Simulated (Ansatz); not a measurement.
# NbInSe3 (model cell, started as cubic perovskite with Nb in the octahedra): following an unstable mode

Aim: this structure of NbInSe3 (model cell, started as cubic perovskite with Nb in the octahedra) is to be tested for unstable modes, and one is followed downhill.

Program: Ansatz 0.2.0. Level of theory: DFT PBE, scalar-relativistic, plane waves, PAW; PAW set soft_1. Results are calculated unless marked as measured.

This is a report of a sequence of runs, with most program output left out.

The structure was built from a prototype and need not be the compound's stable phase.

### 1. The starting structure

Symmetry: Pm-3m, No. 221, cubic system. The conventional cell has a = 5.104 Å, b = 5.104 Å, c = 5.104 Å, α = 90.00°, β = 90.00°, γ = 90.00°. Nearest to In lie 12 Se at 3.61 Å. Nb has 6 Se at 2.55 Å nearest. Nearest to Se lie 2 Nb at 2.55 Å. Farther neighbours and most contacts between anions are not listed.

### 2. The dispersion

The cell comes from relaxations at this level that are not shown. Stability and thermal properties need the whole zone. Linear response on a 2×2×2 q mesh gives force constants as far as a supercell of that size would.

input.yaml reads:

```yaml
crystal:
  lattice:
    - [5.1035173521, 0.0, 0.0]
    - [0.0, 5.1035173521, 0.0]
    - [0.0, 0.0, 5.1035173521]
  atoms:
    - { symbol: In, position: [0.0, 0.0, 0.0] }
    - { symbol: Nb, position: [0.5, 0.5, 0.5] }
    - { symbol: Se, position: [0.5, 0.5, 0.0] }
    - { symbol: Se, position: [0.5, 0.0, 0.5] }
    - { symbol: Se, position: [0.0, 0.5, 0.5] }
kpoints:
  mp_grid: { grid: [8, 8, 8] }
hamiltonian:
  xc: pbe
  pseudopotentials: { kind: paw, azcp: { folder: soft_1 } }
scf:
  occupations: { method: methfessel_paxton, width: 0.2 }
output:
  eigenvalues: true
phonons:
  method: dfpt
  qmesh: [2, 2, 2]
  temperatures: { t_max: 1000, t_step: 50 }
  qpath:
    path:
      - [[0.0, 0.0, 0.0], [0.0, 0.5, 0.0], [0.5, 0.5, 0.0], [0.0, 0.0, 0.0], [0.5, 0.5, 0.5], [0.0, 0.5, 0.0]]
      - [[0.5, 0.5, 0.5], [0.5, 0.5, 0.0]]
    npoints: 10
```

The run is started by

```bash
$ ansatz run input.yaml --threads 4 --pin off --max-ram 16384MiB --backend cpu --events-out ev --progress --plain --runs-dir out
```

The job ended after 7.2 min (4 threads of Arm Neoverse V2, shared host; peak memory 2.1 GiB).

This step gave:

| Item | Value |
| --- | --- |
| volume per atom | 26.59 Å³ |
| gap on the k-mesh | 0 eV |
| sum-rule residual before enforcement | 4.63e-5 eV/Å² |
| lowest frequency on the path | -138.6 cm⁻¹ |
| point group | m-3m |
| highest frequency on the path or at a solved wavevector | 270.4 cm⁻¹ |
| highest optical mode at the zone centre (no LO-TO term) | 198.4 cm⁻¹ |
| lowest optical zone-centre mode | -32.66 cm⁻¹ |
| lowest mode on the q mesh (acoustic modes at Γ apart) | -138.6 cm⁻¹ |

Frequencies (cm⁻¹) solved at each irreducible wavevector; negative means imaginary. Frequencies by wavevector, by row:

```csv
q in reciprocal lattice units,star,mode 1,mode 2,mode 3,mode 4,mode 13,mode 14,mode 15
0 0 0,1,-32.7,-32.7,-32.7,0,198.4,198.4,198.4
0 0 -0.5,3,-22.7,-22.7,-19.6,-19.6,193,193,231.2
0 -0.5 -0.5,3,-61.8,-47.1,-28.3,-28.3,174.8,184.4,251.8
-0.5 -0.5 -0.5,1,-138.6,-138.6,-61.4,-61.4,173.3,173.3,270.3
```

Interpolated from a 2×2×2 q mesh. Phonon branches along the path, in cm⁻¹:

```csv
point,branch 1,branch 2,branch 3,branch 4,branch 12,branch 13,branch 14,branch 15
Γ,-33,-33,-33,0,54,198,198,198
halfway,-27,-27,-18,12,126,196,196,214
X,-23,-23,-20,-20,174,193,193,231
halfway,-35,-32,-28,-25,150,174,189,247
M,-62,-47,-28,-28,175,175,184,252
halfway,-27,-24,-23,-21,126,170,193,235
Γ,-33,-33,-33,0,54,198,198,198
halfway,-33,-33,-28,-23,127,159,159,254
R,-139,-139,-61,-61,173,173,173,270
halfway,-36,-36,-33,-30,135,149,174,263
X,-23,-23,-20,-20,174,193,193,231
jump to R,-139,-139,-61,-61,173,173,173,270
halfway,-97,-62,-33,-33,134,174,174,268
M,-62,-47,-28,-28,175,175,184,252
```

Symmetry leaves 4 wavevectors to solve. The lowest mode among them, the acoustic zeros apart, lies at q = (-0.5, -0.5, -0.5) and is imaginary, 138.6i cm⁻¹, so the energy falls along it.

### 3. The mode frozen in, largest atomic shift 0 Å

The mode followed lies at q = (-0.5, -0.5, -0.5) with frequency 138.6i cm⁻¹ and is 2-fold degenerate, the softest among the wavevectors solved. At small amplitude the distorted cell has space group no. 140 by a symmetry search on the positions. The undistorted cell that holds it gives the zero of energy on the same k mesh.

System of this step: NbInSe3 (model cell, started as cubic perovskite with Nb in the octahedra). It takes space group Pm-3m (No. 221, cubic). The conventional cell has a = 5.104 Å, b = 5.104 Å, c = 5.104 Å, α = 90.00°, β = 90.00°, γ = 90.00°. Nearest to In lie 12 Se at 3.61 Å. Nearest to Nb lie 6 Se at 2.55 Å. Se has 2 Nb at 2.55 Å nearest. Farther neighbours and most contacts between anions are not listed.

input.yaml, the sections that differ from step 2:

```yaml
crystal:
  lattice:
    - [5.1035173521, 5.1035173521, 0.0]
    - [5.1035173521, 0.0, 5.1035173521]
    - [5.1035173521, 0.0, -5.1035173521]
  atoms:
    - { symbol: In, position: [0.0, 0.5, 0.5] }
    - { symbol: In, position: [0.0, 0.0, 0.0] }
    - { symbol: Nb, position: [0.5, 0.25, 0.75] }
    - { symbol: Nb, position: [0.5, 0.75, 0.25] }
    - { symbol: Se, position: [0.5, 0.5, 0.5] }
    - { symbol: Se, position: [0.5, 0.0, 0.0] }
    - { symbol: Se, position: [0.0, 0.0, 0.5] }
    - { symbol: Se, position: [0.0, 0.5, 0.0] }
    - { symbol: Se, position: [0.5, 0.0, 0.5] }
    - { symbol: Se, position: [0.5, 0.5, 0.0] }
output:
  forces: true
  stress: true
  eigenvalues: true
# kpoints, hamiltonian, scf: as in step 2
# phonons: removed
```

The job ended after 10 s (4 threads; peak memory 1.2 GiB).

This step gave:

```yaml
pressure: -0.06897 GPa
energy_from_the_undistorted_cell: 0 meV/atom
```

The run ends at a pressure of -0.07 GPa.

### 4. The mode frozen in, largest atomic shift 0.04 Å

The atoms are moved along the unstable eigenvector, the largest shift by 0.04 Å, with the cell fixed.

input.yaml, the sections that differ from step 3:

```yaml
crystal:
  lattice:
    - [5.1035173521, 5.1035173521, 0.0]
    - [5.1035173521, 0.0, 5.1035173521]
    - [5.1035173521, 0.0, -5.1035173521]
  atoms:
    - { symbol: In, position: [0.0, 0.5, 0.5] }
    - { symbol: In, position: [0.0, 0.0, 0.0] }
    - { symbol: Nb, position: [0.5, 0.25, 0.75] }
    - { symbol: Nb, position: [0.5, 0.75, 0.25] }
    - { symbol: Se, position: [0.5, 0.5, 0.5] }
    - { symbol: Se, position: [0.5, 0.0, 0.0] }
    - { symbol: Se, position: [0.0078377318, -0.0039188659, 0.4960811341] }
    - { symbol: Se, position: [-0.0078377318, 0.5039188659, 0.0039188659] }
    - { symbol: Se, position: [0.5, 0.0039188659, 0.5039188659] }
    - { symbol: Se, position: [0.5, 0.4960811341, -0.0039188659] }
# kpoints, hamiltonian, scf, output: as in step 3
```

Wall time 21 s (4 threads); peak memory 1.5 GiB; 82 s of CPU time.

Numbers from this step:

```yaml
pressure: 0.02328 GPa
gap_on_the_k_mesh: 0.05638 eV
energy_from_the_undistorted_cell: -1.054 meV/atom
```

The energy, extrapolated to zero smearing, is -1.05 meV/atom against the undistorted cell.

The run ends at a pressure of 0.02 GPa, with forces up to 0.049 eV/Å.

### 5. Energy along the mode, all amplitudes (two of the runs are shown above)

An imaginary frequency means negative curvature, so the energy should fall and then rise again as anharmonic terms take over.

Numbers from this step:

* depth at the lowest point sampled: 1.054 meV/atom
* largest atomic shift at that point: 0.04 Å

Energy from the parent against largest atomic shift:

```csv
largest atomic shift (Å),energy from the parent (meV/atom)
0.0000,0
0.0400,-1.05
0.0800,-0.68
0.1400,11.9
```

Displacement at unit largest shift by atom:

```csv
atom,x (Å),y (Å),z (Å),size
In1,0.00,0.00,0.00,0.00
In2,0.00,0.00,0.00,0.00
Nb3,0.00,0.00,0.00,0.00
Nb4,0.00,0.00,0.00,0.00
Se5,0.00,0.00,0.00,0.00
Se6,0.00,0.00,0.00,0.00
Se7,0.00,1.00,0.00,1.00
Se8,0.00,-1.00,0.00,1.00
Se9,1.00,0.00,0.00,1.00
Se10,-1.00,0.00,0.00,1.00
```

The lowest of the steps tried is at 0.04 Å, 1.05 meV/atom below the parent; the bottom of the well need not coincide with a step.

### 6. Relaxation from the frozen mode

Starting from the lowest point found, all atoms and the cell are let go, so that strain and other modes of the same symmetry can join in.

Edit input.yaml of step 4 so:

```diff
@@ -27 +27,6 @@
   eigenvalues: true
+relax:
+  adjacent_minimum: "off"
+  f_tol: 0.002
+  max_steps: 120
+  cell: { stress_tol: 0.03 }
```

It took 2.6 min on 4 threads; peak memory 1.5 GiB; 10 min of CPU time.

Step by step:

```csv
step,energy less that of the first step (eV),largest force component (eV/Å),pressure (GPa),volume (Å³)
1,0.0000,0.0492,0.02,265.85
2,-0.0010,0.0382,-0.01,266.08
3,-0.0009,0.0527,0.14,265.99
4,-0.0018,0.0080,-0.04,266.44
5,-0.0018,0.0066,0.00,266.33
6,-0.0018,0.0008,0.00,266.29
7*,-0.0018,0.0008,0.00,266.29
```

Relaxation steps marked * repeat the geometry before them on a plane-wave basis chosen anew for their cell, so energy and pressure can jump there. Relaxation step 3 was tried and not accepted.

Forces are held to the 16 operations that the run works with; a distortion that breaks them can't arise in this run.

```csv
"conventional cell, symmetrised",before,after,change
a (Å),7.217,7.226,+0.1 %
b (Å),7.217,7.226,+0.1 %
c (Å),10.207,10.199,-0.1 %
volume (Å³/atom),26.59,26.63,+0.2 %
```

The atoms that moved most (Å, as changes of fractional coordinates times the final cell):

```csv
atom,dx,dy,dz,length
Se9,0.015,0.000,0.000,0.015
Se7,0.000,0.015,0.000,0.015
Se8,0.000,-0.015,0.000,0.015
Se10,-0.015,0.000,0.000,0.015
```

Numbers from this step:

| Property | Result |
| --- | --- |
| pressure | 0.004213 GPa |
| volume per atom | 26.63 Å³ |
| gap on the k-mesh | 0.1026 eV |

The distorted start has space group I4/mcm; the relaxation ends in I4/mcm.

### 7. The new phase in its own primitive cell

The relaxed structure is symmetrised, reduced to its primitive cell and relaxed tightly, as its phonons need.

input.yaml reads:

```yaml
crystal:
  lattice:
    - [-3.6130942276, 3.6130942276, 5.0996167654]
    - [3.6130942276, -3.6130942276, 5.0996167654]
    - [3.6130942276, 3.6130942276, -5.0996167654]
  atoms:
    - { symbol: In, position: [0.25, 0.25, 0.0] }
    - { symbol: In, position: [0.75, 0.75, 0.0] }
    - { symbol: Nb, position: [0.0, 0.5, 0.5] }
    - { symbol: Nb, position: [0.5, 0.0, 0.5] }
    - { symbol: Se, position: [0.25, 0.75, 0.5] }
    - { symbol: Se, position: [0.75, 0.25, 0.5] }
    - { symbol: Se, position: [0.2554345963, 0.7554345963, 0.0108691925] }
    - { symbol: Se, position: [0.7445654037, 0.2445654037, 0.9891308075] }
    - { symbol: Se, position: [0.2445654037, 0.2554345963, 0.5] }
    - { symbol: Se, position: [0.7554345963, 0.7445654037, 0.5] }
kpoints:
  mp_grid: { grid: [6, 6, 6] }
hamiltonian:
  xc: pbe
  pseudopotentials: { kind: paw, azcp: { folder: soft_1 } }
scf:
  occupations: { method: methfessel_paxton, width: 0.2 }
output:
  forces: true
  stress: true
  eigenvalues: true
relax:
  adjacent_minimum: "off"
  f_tol: 0.001
  max_steps: 60
  cell: { stress_tol: 0.01 }
```

It took 26 s on 4 threads; peak memory 1.2 GiB; 1.7 min of CPU time.

Little changed from the start: no atom moved by 0.005 Å and no cell edge by 0.1 %.

This step gave:

```
pressure           : -0.005475 GPa
gap on the k-mesh  : 0.1519 eV
direct gap on mesh : 0.2069 eV
```

The largest force component left is 0.83 meV/Å and the pressure is -0.005 GPa, within the tolerances set. The cell now holds 26.63 Å³/atom.

### 8. Modes of the new phase, k-mesh 6×6×6

A relaxed structure may still be a saddle point, so its zone-centre modes are computed. No field response is asked.

Edit input.yaml of step 7 so:

```diff
@@ -12,4 +12,4 @@
     - { symbol: Se, position: [0.75, 0.25, 0.5] }
-    - { symbol: Se, position: [0.2554345963, 0.7554345963, 0.0108691925] }
-    - { symbol: Se, position: [0.7445654037, 0.2445654037, 0.9891308075] }
+    - { symbol: Se, position: [0.2554345963, 0.7554345963, 0.0108691926] }
+    - { symbol: Se, position: [0.7445654037, 0.2445654037, 0.9891308074] }
     - { symbol: Se, position: [0.2445654037, 0.2554345963, 0.5] }
@@ -24,9 +24,4 @@
 output:
-  forces: true
-  stress: true
   eigenvalues: true
-relax:
-  adjacent_minimum: "off"
-  f_tol: 0.001
-  max_steps: 60
-  cell: { stress_tol: 0.01 }
+phonons:
+  method: dfpt
```

Run time: 15 min. Hardware: 4 threads; peak memory 7.3 GiB; 61 min of CPU time.

This step gave:

| Property | Result |
| --- | --- |
| sum-rule residual before enforcement | 1.55e-4 eV/Å² |
| point group | 4/mmm |
| highest optical mode at the zone centre (no LO-TO term) | 271.6 cm⁻¹ |
| lowest optical zone-centre mode | -55.78 cm⁻¹ |

Patterns of degenerate modes are one choice out of their space. The modes at Γ (shares of kinetic energy by element, %) (negative means imaginary):

```csv
mode,frequency (cm⁻¹),symmetry,In %,Nb %,Se %
1,-55.8,Eg,0,0,100
2,-55.8,Eg,0,0,100
3,-54.0,B1g,0,0,100
4,-30.2,Eu,73,3,25
5,-30.2,Eu,73,3,25
6,-30.0,A2u,72,2,26
7,-19.3,Eg,100,0,0
8,-19.3,Eg,100,0,0
9,-18.9,A2g,100,0,0
10,0.0,acoustic,26,21,53
11,0.0,acoustic,26,21,53
12,0.0,acoustic,26,21,53
13,46.2,B2g,0,0,100
14,61.1,A2u,2,61,37
15,61.2,not assigned,0,0,100
16,61.2,not assigned,0,0,100
17,61.3,not assigned,0,0,100
18,65.2,Eu,1,63,35
19,65.2,Eu,1,63,35
20,113.9,A2g,0,0,100
21,115.4,Eg,0,0,100
22,115.4,Eg,0,0,100
23,132.8,A1g,0,0,100
24,156.4,Eu,0,71,29
25,156.4,Eu,0,71,29
26,173.6,B1u,0,100,0
27,205.8,A2u,0,16,84
28,225.0,Eu,0,43,57
29,225.0,Eu,0,43,57
30,271.6,B2g,0,0,100
```

Displacements in mode 1 (-55.8 cm⁻¹), the largest set to 1:
```
In1  0.00  0.00  0.00
In2  0.00  0.00  0.00
Nb3  0.00  0.00  0.00
Nb4  0.00  0.00  0.00
Se5 -1.00 -0.03  0.00
Se6  1.00  0.03  0.00
Se7  0.00  0.00  0.73
Se8  0.00  0.00 -0.73
Se9  0.00  0.00 -0.69
Se10 0.00  0.00  0.69
```

Displacements in mode 29 (225.0 cm⁻¹), the largest set to 1:
```
In1  0.00 -0.01  0.00
In2  0.00 -0.01  0.00
Nb3 -0.97  0.76  0.00
Nb4  1.00  0.79  0.00
Se5  0.01  0.31  0.00
Se6  0.01  0.31  0.00
Se7 -0.92 -0.62  0.00
Se8 -0.92 -0.62  0.00
Se9  0.90 -0.59  0.00
Se10 0.90 -0.59  0.00
```

Before it was imposed, the acoustic sum rule was missed by 1.5e-4 eV/Å². Small misses are needed for a sound result but don't prove that mesh and cutoff are converged. The lowest optical mode is imaginary, 55.8i cm⁻¹, so the energy falls along it.

### 9. Results

```json
{"unstable mode of the parent": "q = (-0.5, -0.5, -0.5), 139i cm⁻¹", "depth at the lowest point sampled": "1.05 meV/atom", "largest atomic shift at that point": "0.04 Å", "space group reached (within 0.01 Å)": "I4/mcm", "energy gained over the parent (first relaxation, on the mesh of the frozen mode)": "1.42 meV/atom", "volume per atom, phase reached": "26.6 Å³", "gap on the k-mesh, phase reached": "0.152 eV", "lowest optical zone-centre mode, phase reached": "-55.8 cm⁻¹", "highest optical mode at the zone centre (no LO-TO term), phase reached": "272 cm⁻¹"}
```

Along this mode the structure falls into I4/mcm, 1.42 meV/atom below the parent. At the parent's cell the well is 1.054 meV/atom deep on the steps tried, with its lowest point at a shift of 0.04 Å. Relaxing atoms and cell changes the gain by +0.37 meV/atom against the lowest step (energies at zero smearing). The new phase still has an imaginary mode at the zone centre of its cell, so it is a saddle point on the way to a lower structure. Of the 4 patterns followed to their end from this parent, this one ends 74.1 meV/atom above the lowest, P4/mbm. Another end point lies within 1 meV/atom; how such a difference moves with mesh and cutoff was not tested. Each path keeps the symmetry of its pattern, so a lower phase may lie along a pattern not tried. With no gap, or one that is small against the smearing, the frequencies hang on the k mesh and the smearing, most of all near Kohn anomalies. The starting cell was built on a prototype and not taken from a measurement, so the phase need not exist.

[Logs are printed without paths, hosts, clocks, repeated set-up lines and the standing remarks that a program may print on its own settings, such as how far it seeks lower states.]

[Hosts, paths, dates, database ids (printed as entryN), source tags and the programs' standing remarks are cut or masked in the printed files.]
